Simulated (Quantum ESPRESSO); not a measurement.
# MnS: parallel and opposed starts, part 2 of 3

A self-consistent run ends on one state, which hangs on the start. Several orders of MnS are started in Quantum ESPRESSO and their energies compared.

Quantum ESPRESSO 7.5; LDA with U = 4 eV on Mn d (ortho-atomic projectors); plane waves with GBRV 1.5 LDA potentials, no spin-orbit coupling.

So far, largest spin moment in the atom's sphere (μB): step 2 (run 1, typed as ferro +) 4.47.

The database entry behind the starting cell differs from later determinations by our own check (an axis about 0.2 % short against later determinations), so it need not match the best structure at ambient conditions.

**3. Run 2, typed as antiferro q=(0,1/2,1/2) +−**

The cell is doubled to 4 atoms to hold this order. The wavevector q is in fractions of the reciprocal vectors of the crystal's primitive cell, as the cells of these inputs are built from it; moments change sign between cells as cos(2π q·R).

pw.in

```
&CONTROL
  calculation = 'scf'
  prefix = 'pwscf'
  outdir = './tmp'
  pseudo_dir = './pseudo'
  disk_io = 'nowf'
/
&SYSTEM
  ibrav = 0
  nat = 4
  ntyp = 3
  ecutwfc = 40
  ecutrho = 280
  nbnd = 30
  occupations = 'smearing'
  smearing = 'fd'
  degauss = 0.00367493
  nspin = 2
  starting_magnetization(1) = 0.3
  starting_magnetization(2) = -0.3
  starting_magnetization(3) = 0
/
&ELECTRONS
  conv_thr = 8d-09
  electron_maxstep = 150
  mixing_beta = 0.3
/
ATOMIC_SPECIES
Mn1    54.9380 mn_lda_v1.5.uspp.F.UPF
Mn2    54.9380 mn_lda_v1.5.uspp.F.UPF
S      32.0600 s_lda_v1.4.uspp.F.UPF
CELL_PARAMETERS angstrom
   0.0000000000    2.6045000000    2.6045000000
   5.2090000000    0.0000000000    5.2090000000
   5.2090000000    2.6045000000    2.6045000000
ATOMIC_POSITIONS crystal
Mn1     0.0000000000    0.0000000000    0.0000000000
Mn2     0.0000000000    0.5000000000    0.0000000000
S       0.5000000000    0.0000000000    0.5000000000
S       0.5000000000    0.5000000000    0.5000000000
K_POINTS automatic
6 3 6 0 0 0
HUBBARD {ortho-atomic}
U Mn1-3d 4.0000
U Mn2-3d 4.0000
```

Started as:

```sh
$ OMP_NUM_THREADS=1 mpirun -n 4 pw.x -nk 4 -in pw.in > pw.out
```

The log of the run:

```text
[banner, memory and clock lines left out]
Program PWSCF v.7.5 starts

     Message from routine setup:
     using ibrav=0 with symmetry is DISCOURAGED, use correct ibrav instead

     bravais-lattice index     =            0
     lattice parameter (alat)  =       6.9605  a.u.
     unit-cell volume          =     476.9026 (a.u.)^3
     number of atoms/cell      =            4
     number of atomic types    =            3
     number of electrons       =        42.00
     number of Kohn-Sham states=           30
     kinetic-energy cutoff     =      40.0000  Ry
     charge density cutoff     =     280.0000  Ry
     scf convergence threshold =      8.0E-09
     mixing beta               =       0.3000
     number of iterations used =            8  plain     mixing
     Exchange-correlation=  SLA  PZ   NOGX NOGC
                           (   1   1   0   0   0   0   0)
     Hubbard projectors: ortho-atomic
     Hubbard parameters of DFT+U (Dudarev formulation) in eV:
     U(Mn1-3d) =  4.0000
     U(Mn2-3d) =  4.0000

     Internal variables: lda_plus_u =T, lda_plus_u_kind = 0

     Internal variables: orbital_resolved =F, hub_pot_fix =F, apply_U = F

     celldm(1)=   6.960465  celldm(2)=   0.000000  celldm(3)=   0.000000
     celldm(4)=   0.000000  celldm(5)=   0.000000  celldm(6)=   0.000000

     crystal axes: (cart. coord. in units of alat)
               a(1) = (   0.000000   0.707107   0.707107 )
               a(2) = (   1.414214   0.000000   1.414214 )
               a(3) = (   1.414214   0.707107   0.707107 )

     reciprocal axes: (cart. coord. in units 2 pi/alat)
               b(1) = ( -0.707107  0.707107  0.707107 )
               b(2) = (  0.000000 -0.707107  0.707107 )
               b(3) = (  0.707107  0.707107 -0.707107 )

     PseudoPot. # 1 for Mn read from file:
     mn_lda_v1.5.uspp.F.UPF
     Pseudo is Ultrasoft + core correction, Zval = 15.0

     PseudoPot. # 2 for Mn read from file:
     mn_lda_v1.5.uspp.F.UPF
     Pseudo is Ultrasoft + core correction, Zval = 15.0

     PseudoPot. # 3 for S  read from file:
     s_lda_v1.4.uspp.F.UPF
     Pseudo is Ultrasoft + core correction, Zval =  6.0

     atomic species   valence    mass     pseudopotential
     Mn1              15.00    54.93800     Mn( 1.00)
     Mn2              15.00    54.93800     Mn( 1.00)
     S                 6.00    32.06000     S ( 1.00)

     Starting magnetic structure
     atomic species   magnetization
     Mn1             0.300
     Mn2            -0.300
     S               0.000

     16 Sym. Ops., with inversion, found

   Cartesian axes

     site n.     atom                  positions (alat units)
         1        Mn1    tau(   1) = (   0.0000000   0.0000000   0.0000000  )
         2        Mn2    tau(   2) = (   0.7071068   0.0000000   0.7071068  )
         3        S      tau(   3) = (   0.7071068   0.7071068   0.7071068  )
         4        S      tau(   4) = (   1.4142136   0.7071068   1.4142136  )

     number of k points=    20  Fermi-Dirac smearing, width (Ry)=  0.0037
                       cart. coord. in units 2pi/alat
        k(    1) = (   0.0000000   0.0000000   0.0000000), wk =   0.0092593
        k(    2) = (   0.1178511   0.1178511  -0.1178511), wk =   0.0740741
        k(    3) = (   0.2357023   0.2357023  -0.2357023), wk =   0.0740741
        k(    4) = (  -0.3535534  -0.3535534   0.3535534), wk =   0.0185185
        k(    5) = (   0.0000000  -0.2357023   0.2357023), wk =   0.0370370
        [... 15 further k-points ...]

     Dense  grid:    37729 G-vectors     FFT dimensions: (  40,  75,  72)

     Smooth grid:    16243 G-vectors     FFT dimensions: (  30,  60,  50)

     Check: negative core charge=   -0.000037
     Generating pointlists ...
     new r_m :   0.2917 (alat units)  2.0302 (a.u.) for type    1
     new r_m :   0.2917 (alat units)  2.0302 (a.u.) for type    2
     new r_m :   0.2917 (alat units)  2.0302 (a.u.) for type    3

     Initial potential from superposition of free atoms

     starting charge      40.9998, renormalised to      42.0000

     STARTING HUBBARD OCCUPATIONS:

     =================== HUBBARD OCCUPATIONS ===================
     ------------------------ ATOM    1 ------------------------
     Tr[ns(  1)] (up, down, total) =   5.00000  0.00000  5.00000
     Atomic magnetic moment for atom   1 =   5.00000
     [... lines left out ...]
     ------------------------ ATOM    2 ------------------------
     Tr[ns(  2)] (up, down, total) =   0.00000  5.00000  5.00000
     Atomic magnetic moment for atom   2 =  -5.00000
     [... lines left out ...]
     Number of occupied Hubbard levels =   10.0000

     Atomic wfc used for Hubbard projectors are orthogonalized

     Starting wfcs are   34 randomized atomic wfcs

     Self-consistent Calculation

     iteration #  1     ecut=    40.00 Ry     beta= 0.30
     Davidson diagonalization with overlap
     ethr =  1.00E-02,  avg # of iterations =  4.5

     =================== HUBBARD OCCUPATIONS ===================
     ------------------------ ATOM    1 ------------------------
     Tr[ns(  1)] (up, down, total) =   4.85547  0.15824  5.01370
     Atomic magnetic moment for atom   1 =   4.69723
     [... lines left out ...]
     ------------------------ ATOM    2 ------------------------
     Tr[ns(  2)] (up, down, total) =   0.15826  4.85545  5.01371
     Atomic magnetic moment for atom   2 =  -4.69719
     [... lines left out ...]
     Number of occupied Hubbard levels =   10.0274

     total energy              =    -470.32416692 Ry
     estimated scf accuracy    <       0.96090970 Ry

     total magnetization       =    -0.00 Bohr mag/cell
     absolute magnetization    =     9.58 Bohr mag/cell

     iteration #  2     ecut=    40.00 Ry     beta= 0.30
     Davidson diagonalization with overlap
     ethr =  2.29E-03,  avg # of iterations =  2.1

     total energy              =    -470.48124417 Ry
     estimated scf accuracy    <       0.04935958 Ry

     total magnetization       =     0.00 Bohr mag/cell
     absolute magnetization    =     9.61 Bohr mag/cell

     [... further iterations left out ...]

     iteration # 11     ecut=    40.00 Ry     beta= 0.30
     Davidson diagonalization with overlap
     ethr =  2.21E-10,  avg # of iterations =  3.0

     negative rho (up, down):  4.386E-05 2.600E-04

     total energy              =    -470.49892172 Ry
     estimated scf accuracy    <       0.00000003 Ry

     total magnetization       =    -0.00 Bohr mag/cell
     absolute magnetization    =     9.63 Bohr mag/cell

     iteration # 12     ecut=    40.00 Ry     beta= 0.30
     Davidson diagonalization with overlap
     ethr =  6.94E-11,  avg # of iterations =  2.0

     negative rho (up, down):  4.378E-05 2.599E-04

     Magnetic moment per site  (integrated on atomic sphere of radius R)
     atom   1 (R=0.292)  charge= 13.1613  magn=  4.4436
     atom   2 (R=0.292)  charge= 13.1613  magn= -4.4437
     atom   3 (R=0.292)  charge=  4.6860  magn= -0.0452
     atom   4 (R=0.292)  charge=  4.6861  magn=  0.0452

     End of self-consistent calculation

     =================== HUBBARD OCCUPATIONS ===================
     ------------------------ ATOM    1 ------------------------
     Tr[ns(  1)] (up, down, total) =   4.96515  0.29420  5.25936
     Atomic magnetic moment for atom   1 =   4.67095
     [... lines left out ...]
     ------------------------ ATOM    2 ------------------------
     Tr[ns(  2)] (up, down, total) =   0.29420  4.96515  5.25936
     Atomic magnetic moment for atom   2 =  -4.67095
     [... lines left out ...]
     Number of occupied Hubbard levels =   10.5187

     [... lines left out ...]
     the Fermi energy is    10.2842 ev

!    total energy              =    -470.49892172 Ry
     estimated scf accuracy    <          3.5E-11 Ry
     smearing contrib. (-TS)   =      -0.00000096 Ry
     internal energy E=F+TS    =    -470.49892077 Ry

     The total energy is F=E-TS. E is the sum of the following terms:
     one-electron contribution =    -265.59674674 Ry
     hartree contribution      =     147.63301480 Ry
     xc contribution           =     -69.63772951 Ry
     ewald contribution        =    -282.98656422 Ry
     Hubbard energy            =       0.08910491 Ry

     total magnetization       =    -0.00 Bohr mag/cell
     absolute magnetization    =     9.63 Bohr mag/cell

     convergence has been achieved in  12 iterations
```

It took 22 s on 4 MPI ranks of Intel Xeon Platinum 8488C (Sapphire Rapids), shared host; peak memory 0.53 GiB; 88 s of CPU time.

Spin moment in the atom's sphere by atom:

| atom | spin moment in the atom's sphere (μB) |
| --- | --- |
| Mn1 | 4.44 |
| Mn2 | -4.44 |
| S3 | -0.05 |
| S4 | 0.05 |

Numbers from this step:

| Quantity | Value |
| --- | --- |
| smearing term TS | 1.30e-5 eV |
| magnetization | 0 μB |
| absolute magnetization | 9.631 μB |
| final state | antiferromagnetic |

**4. Start 3: antiferro q=(0,0,1/2) +−**

This order needs a doubled cell of 4 atoms.

pw.in, as its differences from that of step 3:

```diff
@@ -33,11 +33,11 @@
    0.0000000000    2.6045000000    2.6045000000
-   5.2090000000    0.0000000000    5.2090000000
-   5.2090000000    2.6045000000    2.6045000000
+   2.6045000000    0.0000000000    2.6045000000
+   5.2090000000    5.2090000000    0.0000000000
 ATOMIC_POSITIONS crystal
 Mn1     0.0000000000    0.0000000000    0.0000000000
-Mn2     0.0000000000    0.5000000000    0.0000000000
-S       0.5000000000    0.0000000000    0.5000000000
-S       0.5000000000    0.5000000000    0.5000000000
+Mn2     0.0000000000    0.0000000000    0.5000000000
+S       0.5000000000    0.5000000000    0.2500000000
+S       0.5000000000    0.5000000000    0.7500000000
 K_POINTS automatic
-6 3 6 0 0 0
+6 6 3 0 0 0
 HUBBARD {ortho-atomic}
```

The log of the run:

```text
     [... lines left out ...]
Program PWSCF v.7.5 starts
     [... lines left out ...]
     number of atoms/cell      =            4
     [... lines left out ...]
     number of electrons       =        42.00
     number of Kohn-Sham states=           30
     kinetic-energy cutoff     =      40.0000  Ry
     charge density cutoff     =     280.0000  Ry
     scf convergence threshold =      8.0E-09
     [... lines left out ...]
     12 Sym. Ops., with inversion, found
     [... lines left out ...]
     number of k points=    16  Fermi-Dirac smearing, width (Ry)=  0.0037
     [... lines left out ...]
     iteration # 14     ecut=    40.00 Ry     beta= 0.30
     [... lines left out ...]
     Magnetic moment per site  (integrated on atomic sphere of radius R)
     atom   1 (R=0.292)  charge= 13.1720  magn=  4.3801
     atom   2 (R=0.292)  charge= 13.1720  magn= -4.3800
     atom   3 (R=0.292)  charge=  4.6802  magn=  0.0000
     atom   4 (R=0.292)  charge=  4.6802  magn=  0.0000
     [... lines left out ...]
     Tr[ns(  1)] (up, down, total) =   4.96155  0.32813  5.28968
     [... lines left out ...]
     Tr[ns(  2)] (up, down, total) =   0.32813  4.96155  5.28968
     [... lines left out ...]
     the Fermi energy is    10.1841 ev
!    total energy              =    -470.50610186 Ry
     estimated scf accuracy    <          3.7E-09 Ry
     smearing contrib. (-TS)   =      -0.00000000 Ry
     [... lines left out ...]
     total magnetization       =     0.00 Bohr mag/cell
     absolute magnetization    =     9.35 Bohr mag/cell
     convergence has been achieved in  14 iterations
```

It took 15 s on 4 MPI ranks; peak memory 0.49 GiB; 60 s of CPU time.

Spin moment in the atom's sphere by atom:

| atom | spin moment in the atom's sphere (μB) |
| --- | --- |
| Mn1 | 4.38 |
| Mn2 | -4.38 |
| S3 | 0.00 |
| S4 | 0.00 |

Read from the output:

```
smearing term TS       : 8.86e-11 eV
magnetization          : 0 μB
absolute magnetization : 9.349 μB
final state            : antiferromagnetic
```

**5. The states side by side**

An order is kept where moments of 0.15 μB or more survive with the typed signs; meshes match where a doubled cell samples the same k points as the first cell.

Orders:

| start | final state | typed order kept | energy over the lowest (meV a seeded atom) | largest site moment (μB) | net moment (μB a cell of the first run) | mesh matched | CPU time (s) |
| --- | --- | --- | --- | --- | --- | --- | --- |
| ferro + | ferromagnetic | yes | 65.8 | 4.47 | 5 | yes | 16.19 |
| antiferro q=(0,1/2,1/2) +- | antiferromagnetic | yes | 48.85 | 4.444 | 0 | yes | 88.1 |
| antiferro q=(0,0,1/2) +- | antiferromagnetic | yes | 0 | 4.38 | 0 | yes | 59.98 |

**6. Couplings from the energies**

E = −Σ J e·e over ordered pairs of unit vectors, so each pair counts twice. As many shells are taken as there are differences of energy, so the couplings are solved for and no residual tests the model; further shells are folded in, and shells whose pairs keep their relative signs in all orders cancel and are not probed. Couplings from the energies:

| pair | distance (Å) | neighbours an atom | J (meV) |
| --- | --- | --- | --- |
| Mn-Mn | 3.683 | 12 | -1.06 |
| Mn-Mn | 5.209 | 6 | -4.424 |

**7. The lowest state again, with its states saved**

pw.in, as its differences from that of step 4:

```diff
@@ -5,3 +5,3 @@
   pseudo_dir = './pseudo'
-  disk_io = 'nowf'
+  disk_io = 'low'
 /
@@ -9,2 +9,3 @@
   ibrav = 0
+  celldm(1) = 8
   nat = 4
@@ -13,3 +14,3 @@
   ecutrho = 280
-  nbnd = 30
+  nbnd = 34
   occupations = 'smearing'
@@ -31,6 +32,6 @@
 S      32.0600 s_lda_v1.4.uspp.F.UPF
-CELL_PARAMETERS angstrom
-   0.0000000000    2.6045000000    2.6045000000
-   2.6045000000    0.0000000000    2.6045000000
-   5.2090000000    5.2090000000    0.0000000000
+CELL_PARAMETERS alat
+   0.0000000000000    0.6152239614485    0.6152239614485
+   0.6152239614485    0.0000000000000    0.6152239614485
+   1.2304479228970    1.2304479228970    0.0000000000000
 ATOMIC_POSITIONS crystal
```

The log of the run:

```text
     [... lines left out ...]
Program PWSCF v.7.5 starts
     [... lines left out ...]
     number of atoms/cell      =            4
     [... lines left out ...]
     number of electrons       =        42.00
     number of Kohn-Sham states=           34
     kinetic-energy cutoff     =      40.0000  Ry
     charge density cutoff     =     280.0000  Ry
     scf convergence threshold =      8.0E-09
     [... lines left out ...]
     12 Sym. Ops., with inversion, found
     [... lines left out ...]
     number of k points=    16  Fermi-Dirac smearing, width (Ry)=  0.0037
     [... lines left out ...]
     iteration # 11     ecut=    40.00 Ry     beta= 0.30
     [... lines left out ...]
     Magnetic moment per site  (integrated on atomic sphere of radius R)
     atom   1 (R=0.254)  charge= 13.1720  magn=  4.3801
     atom   2 (R=0.254)  charge= 13.1721  magn= -4.3800
     atom   3 (R=0.254)  charge=  4.6802  magn=  0.0000
     atom   4 (R=0.254)  charge=  4.6802  magn=  0.0000
     [... lines left out ...]
     Tr[ns(  1)] (up, down, total) =   4.96156  0.32813  5.28969
     [... lines left out ...]
     Tr[ns(  2)] (up, down, total) =   0.32813  4.96156  5.28969
     [... lines left out ...]
     the Fermi energy is    10.1756 ev
!    total energy              =    -470.50610186 Ry
     estimated scf accuracy    <          1.9E-09 Ry
     smearing contrib. (-TS)   =      -0.00000000 Ry
     [... lines left out ...]
     total magnetization       =    -0.00 Bohr mag/cell
     absolute magnetization    =     9.35 Bohr mag/cell
     convergence has been achieved in  11 iterations
```

Elapsed: 13 s, on 4 MPI ranks; peak memory 0.49 GiB; 52 s of CPU time.

This step gave:

| Quantity | Value |
| --- | --- |
| smearing term TS | 9.22e-11 eV |
| magnetization | 0 μB |
| absolute magnetization | 9.349 μB |
| final state | antiferromagnetic |
| largest moment | 4.380 μB |

[end of part 2 of 3]

[Logs and program files are shortened in this print: banners, set-up blocks, solver, clock and traceback lines can be left out without a mark of their own.]

[Logs are printed without paths, hosts, clocks, repeated set-up lines and the standing remarks that a program may print on its own settings, such as how far it seeks lower states.]

[Hosts, paths, dates, database ids (printed as entryN), source tags and the programs' standing remarks are cut or masked in the printed files.]

[Where a cell is said to come from a database of computed structures, the database is the Materials Project.]
